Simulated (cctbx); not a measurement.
**Resonant diffraction in Tc3C**

Space group Cmcm (no. 63), a = 2.9360 Å, b = 9.2000 Å, c = 7.2880 Å, α = 90.00°, β = 90.00°, γ = 90.00°.

| atom | mult. | x | y | z | Ueq (Å²) |
| --- | --- | --- | --- | --- | --- |
| Tc1 | 4 | 1/2 | 0.0747 | 1/4 | 0.0041 |
| Tc2 | 8 | 1/2 | 0.3607 | 0.4450 | 0.0041 |
| C1 | 4 | 0 | 0.2570 | 1/4 | 0.0064 |

This is a model crystal, built by substitution and not relaxed, with assumed displacement parameters.

Calculated with cctbx: free-atom f′ and f″ from the Sasaki tables, no fine structure; amplitudes in electrons.

| E (eV) | F 0 2 2 | F 1 3 1 | F 1 3 0 | F 0 2 0 |
| --- | --- | --- | --- | --- |
| 20444 | 94.6 | 159.2 | 215.0 | 13.6 |
| 20794 | 92.0 | 155.2 | 209.3 | 12.9 |
| 20924 | 89.6 | 151.6 | 204.1 | 12.3 |
| 20984 | 87.4 | 148.2 | 199.2 | 11.7 |
| 21014 | 85.1 | 144.8 | 194.3 | 11.1 |
| 21029 | 82.9 | 141.5 | 189.4 | 10.5 |
| 21036 | 81.0 | 138.6 | 185.2 | 9.9 |
| 21040 | 78.9 | 135.4 | 180.7 | 9.4 |
| 21048 | 76.8 | 132.1 | 176.1 | 9.2 |
| 21052 | 80.7 | 138.0 | 184.5 | 10.2 |
| 21059 | 83.2 | 141.8 | 190.1 | 10.8 |
| 21074 | 85.8 | 145.7 | 195.6 | 11.5 |
| 21104 | 88.2 | 149.4 | 201.0 | 12.1 |
| 21194 | 91.5 | 154.3 | 208.1 | 13.0 |
| 21444 | 94.9 | 159.6 | 215.7 | 13.9 |

**Question.** Which edge is crossed, and why do the reflections move as they do?

The K edge of Tc. The edge is at 21044 eV. f′ of Tc falls from -4.6 e at 20924 eV to -7.7 e at 4 eV below it, and f″ steps from 0.54 to 3.68 e across it. Over that approach |F| changes by -12 % (0 2 2), -11 % (1 3 1), -11 % (1 3 0) and -24 % (0 2 0): a reflection falls where Tc scatters in phase with the total and rises where it scatters against it; it hardly moves where the Tc term is small or cancels by symmetry. Above the edge the larger f″ enters the imaginary part, where it can add to or cancel the other atoms' f″. The structure is centrosymmetric, so Friedel mates stay equal.
